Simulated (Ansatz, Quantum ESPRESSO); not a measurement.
# CsH (Pm-3m): a worked LO-TO splitting

Aim: work out the LO frequency and the static dielectric constant of CsH (Pm-3m) from one linear-response run, then check them.

Method: DFT LDA, scalar-relativistic, plane waves, PseudoDojo norm-conserving pseudopotentials, in Quantum ESPRESSO 7.5.

## Step 1: The relaxed structure

It takes space group Pm-3m (No. 221, cubic). The conventional cell has a = 3.637 Å, b = 3.637 Å, c = 3.637 Å, α = 90.00°, β = 90.00°, γ = 90.00°. Nearest to Cs lie 8 H at 3.15 Å. Nearest to H lie 8 Cs at 3.15 Å. Farther neighbours are not listed.

As a file:

```xyz
2
Lattice="3.6366 0.0000 0.0000 0.0000 3.6366 0.0000 0.0000 0.0000 3.6366" Properties=species:S:1:pos:R:3 pbc="T T T"
Cs    0.0000    0.0000    0.0000
H     1.8183    1.8183    1.8183
```

This is the cell after its relaxation at this level of theory, not the database cell from which that began.

## Step 2: What the response run gave

A linear-response run on the relaxed cell, with the response to an electric field; only its zone-centre results are used. Cutoff 74 Ry, k mesh 6×6×6.

Output:

```text
[banners, grids, parts of the stress and lines that vanish by symmetry left out]
Program PHONON v.7.5
     Reading xml data from directory:

[...]
Exchange-correlation= PW
                           (   1   4   0   0   0   0   0)
[...]
(   4 q-points):
[...]
kinetic-energy cut-off    =      74.0000  Ry
     charge density cut-off    =     296.0000  Ry
     convergence threshold     =      1.0E-18
[...]
Exchange-correlation= PW
                           (   1   4   0   0   0   0   0)
[...]
q = (   0.0000000   0.0000000   0.0000000 )
     49 Sym.Ops. (with q -> -q+G )
     G cutoff =  354.0870  (  28017 G-vectors)     FFT grid: ( 40, 40, 40)
     number of k points=    20
[...]
Mode symmetry, O_h (m-3m)  point group:
[...]
Dielectric constant
[...]
End of electric fields calculation
          Dielectric constant in cartesian axis
          (       4.251844739       0.000000000       0.000000000 )
          (       0.000000000       4.251844739       0.000000000 )
          (       0.000000000       0.000000000       4.251844739 )
          Effective charges (d Force / dE) in cartesian axis without acoustic sum rule applied (asr)
           atom    1  Cs    Mean Z*:        1.17112
      Ex  (        1.17112        0.00000        0.00000 )
      Ey  (        0.00000        1.17112        0.00000 )
      Ez  (        0.00000        0.00000        1.17112 )
           atom    2  H     Mean Z*:       -1.17596
      Ex  (       -1.17596        0.00000        0.00000 )
      Ey  (        0.00000       -1.17596        0.00000 )
      Ez  (        0.00000        0.00000       -1.17596 )
          Effective charges Sum: Mean:       -0.00484
[...]
Effective charges (d Force / dE) in cartesian axis with asr applied:
           atom    1  Cs    Mean Z*:        1.17354
[...]
atom    2  H     Mean Z*:       -1.17354
[...]
Representation #   1 modes #   1   2   3
[...]
End of self-consistent calculation
     Convergence has been achieved
     Representation #   2 modes #   4   5   6
[...]
End of self-consistent calculation
     Convergence has been achieved
[...]
Dielectric constant in cartesian axis
          (       4.251844739       0.000000000       0.000000000 )
          (       0.000000000       4.251844739       0.000000000 )
          (       0.000000000       0.000000000       4.251844739 )
          Effective charges (d Force / dE) in cartesian axis without acoustic sum rule applied (asr)
           atom    1  Cs    Mean Z*:        1.17112
[...]
End of self-consistent calculation
     Convergence has been achieved
     Representation #   3 mode #   4
[...]
Convergence has been achieved
     Representation #   4 modes #   5   6
[...]
Convergence has been achieved
[...]
q = (    0.000000000   0.000000000  -0.500000000 )
[...]
freq (    1) =       0.958244 [THz] =      31.963595 [cm-1]
     freq (    2) =       0.958244 [THz] =      31.963595 [cm-1]
     freq (    3) =       2.894666 [THz] =      96.555674 [cm-1]
     freq (    4) =      14.933629 [THz] =     498.132232 [cm-1]
     freq (    5) =      14.933629 [THz] =     498.132232 [cm-1]
     freq (    6) =      21.674201 [THz] =     722.973529 [cm-1]
[...]
Mode symmetry, D_4h(4/mmm) point group:
     freq (   1-   2) =         32.0  [cm-1]   --> E_u  X_5' M_5'
     freq (   3-   3) =         96.6  [cm-1]   --> A_2u X_4' M_4'
     freq (   4-   5) =        498.1  [cm-1]   --> E_g  X_5  M_5
     freq (   6-   6) =        723.0  [cm-1]   --> A_1g X_1  M_1
[...]
Mode symmetry, D_4h(4/mmm) point group:
[...]
Representation #   1 mode #   1
[...]
Convergence has been achieved
     Representation #   2 mode #   2
[...]
Convergence has been achieved
     Representation #   3 modes #   3   4
[...]
Convergence has been achieved
     Representation #   4 modes #   5   6
[...]
Convergence has been achieved
[...]
q = (    0.000000000  -0.500000000  -0.500000000 )
[...]
freq (    1) =       0.843837 [THz] =      28.147369 [cm-1]
     freq (    2) =       2.590162 [THz] =      86.398488 [cm-1]
     freq (    3) =       2.590162 [THz] =      86.398488 [cm-1]
     freq (    4) =      12.111761 [THz] =     404.004867 [cm-1]
     freq (    5) =      14.775800 [THz] =     492.867647 [cm-1]
     freq (    6) =      14.775800 [THz] =     492.867647 [cm-1]
[...]
Mode symmetry, D_4h(4/mmm) point group:
     freq (   1-   1) =         28.1  [cm-1]   --> A_2u X_4' M_4'
     freq (   2-   3) =         86.4  [cm-1]   --> E_u  X_5' M_5'
     freq (   4-   4) =        404.0  [cm-1]   --> B_1u X_2' M_2'
     freq (   5-   6) =        492.9  [cm-1]   --> E_u  X_5' M_5'
[...]
Mode symmetry, O_h (m-3m)  point group:
[...]
Representation #   1 modes #   1   2   3
[...]
End of self-consistent calculation
     Convergence has been achieved
     Representation #   2 modes #   4   5   6
[...]
End of self-consistent calculation
     Convergence has been achieved
[...]
q = (   -0.500000000  -0.500000000  -0.500000000 )
[...]
freq (    1) =       2.396431 [THz] =      79.936322 [cm-1]
     freq (    2) =       2.396431 [THz] =      79.936322 [cm-1]
     freq (    3) =       2.396431 [THz] =      79.936322 [cm-1]
     freq (    4) =      17.177801 [THz] =     572.989772 [cm-1]
     freq (    5) =      17.177801 [THz] =     572.989772 [cm-1]
     freq (    6) =      17.177801 [THz] =     572.989772 [cm-1]
[...]
Mode symmetry, O_h (m-3m)  point group:
     freq (   1-   3) =         79.9  [cm-1]   --> T_1u G_15  G_4-
     freq (   4-   6) =        573.0  [cm-1]   --> T_2g G_25' G_5+

   JOB DONE.
```

| quantity | value |
| --- | --- |
| cell volume Ω (Å³) | 48.092 |
| mass of Cs (u) | 132.905 |
| mass of H (u) | 1.008 |
| Born charge of Cs, raw (e) | 1.171 |
| Born charge of H, raw (e) | -1.176 |
| ε∞ | 4.252 |
| ω(TO) after the sum rule (cm⁻¹) | 415.6 |

## Step 3: The calculation

The charges must sum to zero over the cell; taking off their mean, -0.002 e, leaves Z* = 1.174 e on Cs. In the polar mode Cs moves against H, so the reduced mass is μ = 132.91 × 1.01 / 133.91 = 1.000 u.

A longitudinal wave builds up a field that adds to the restoring force: ω(LO)² = ω(TO)² + 4π Z*² / (μ Ω ε∞), in Hartree atomic units. With μ = 1824 electron masses and Ω = 324.54 bohr³ the second term is 6.8776e-06 Ha², or 331286 cm⁻² (1 Ha = 219474.6 cm⁻¹).

So ω(LO) = √(172757 + 331286) = 710.0 cm⁻¹, and by the Lyddane-Sachs-Teller relation ε₀ = ε∞ (ω(LO)/ω(TO))² = 12.41.

## Step 4: Check against the program

The analysis program adds the same non-analytic term to the full matrix, here for q along (1 0 0).

Output:

```text
[banner, memory and clock lines left out]
Program DYNMAT v.7.5

     Reading Dynamical Matrix from file x.dyn1
     ...Force constants read
     ...epsilon and Z* read

     Polarizability (A^3 units)
     multiply by 0.479858 for Clausius-Mossotti correction
        12.444870    0.000000    0.000000
         0.000000   12.444870    0.000000
         0.000000    0.000000   12.444870

     IR activities are in (D/A)^2/amu units

# mode   [cm-1]    [THz]      IR
    1     -0.00   -0.0000    0.0000
    2     -0.00   -0.0000    0.0000
    3     -0.00   -0.0000    0.0000
    4    415.64   12.4606   31.7602
    5    415.64   12.4606   31.7602
    6    709.95   21.2839   31.7602
```

ε₀ comes from the program's run without a direction of q.

| quantity | by hand | program |
| --- | --- | --- |
| ω(LO) (cm⁻¹) | 710.0 | 710.0 |
| ε₀ | 12.41 | 12.40 |

## Step 5: Summary of results

| Quantity | Value |
| --- | --- |
| TO mode | 415.6 cm⁻¹ |
| LO mode | 710.0 cm⁻¹ |
| static dielectric constant | 12.40 |

**Reading.** The LO mode of CsH (Pm-3m) lies at 710 cm⁻¹, 294 cm⁻¹ above the TO mode; the formula meets the program within 0.1 cm⁻¹, as it must for a cubic crystal with one polar mode. ω(LO)² − ω(TO)² goes with Z*²/ε∞: an error of 5 % in ε∞ would move the LO mode by 11.2 cm⁻¹, and semilocal functionals tend to overestimate ε∞. These are harmonic values at zero temperature, at the volume of this functional, for the structure held cubic; stability elsewhere in the zone is no part of this calculation.

[Host names and launcher messages were left out of these logs when they were recorded.]

[Logs are printed without paths, hosts, clocks, repeated set-up lines and the standing remarks that a program may print on its own settings, such as how far it seeks lower states.]

[Hosts, paths, dates, database ids (printed as entryN), source tags and the programs' standing remarks are cut or masked in the printed files.]
